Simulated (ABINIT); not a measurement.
# BP (F-43m): least direct gap against volume

The cell of BP (F-43m) is scaled evenly and the response computed anew at each volume, on one mesh.

The structure is cubic, space group F-43m (No. 216). Conventional cell: a = 4.538 Å, b = 4.538 Å, c = 4.538 Å, α = 90.00°, β = 90.00°, γ = 90.00°. P on site c has 4 B at 1.97 Å as nearest neighbours. B on site a has 4 P at 1.97 Å as nearest neighbours.

Method: ABINIT 10.8.3, LDA, independent particles, k-mesh 12×12×12, Lorentzian half width 0.04 eV.

Launch of the response step: `optic optic.abi`. The series took 3.7 min in all, its band step included, on 4 threads of AMD EPYC (Zen 3), on a shared host.

```tsv
V/V₀	V (Å³, primitive cell)	least direct gap (eV)
0.94	21.96	?
0.97	22.66	3.4356
1.00	23.36	3.3862
1.03	24.06	3.3421
1.06	24.77	3.3018
```

For small changes the quantity should be close to linear in ln V.

Working, on the rows shown:

| x = ln(V/V₀) | y = least direct gap |
| --- | --- |
| -0.0304592 | 3.4356 |
| 0 | 3.3862 |
| 0.0295588 | 3.3421 |
| 0.0582689 | 3.3018 |

Means: x̄ = 0.014342, ȳ = 3.3664. Σ(x − x̄)(y − ȳ) = -0.006592, Σ(x − x̄)² = 0.004374. Slope = -0.006592 / 0.004374 = -1.507; intercept = ȳ − slope · x̄ = 3.388. The line misses the rows shown by at most 0.0018 eV.

Task: Predict the last column of the withheld row from the fit.

Result: At x = -0.061875 the line gives y = 3.4813 eV. The run gave 3.4909 eV, so the extrapolation is off by 0.0096 eV, 5 % of the range in the table.

Between the rows on either side of x = 0 the slope is (3.3421 − 3.4356) / (0.029559 − (-0.030459)) = -1.558. That is a volume deformation potential of -1.6 eV: the least direct gap on this mesh widens by 16 meV for each per cent of compression. LDA gaps are as a rule too small.

[Logs are printed without paths, hosts, clocks, repeated set-up lines and the standing remarks that a program may print on its own settings, such as how far it seeks lower states.]
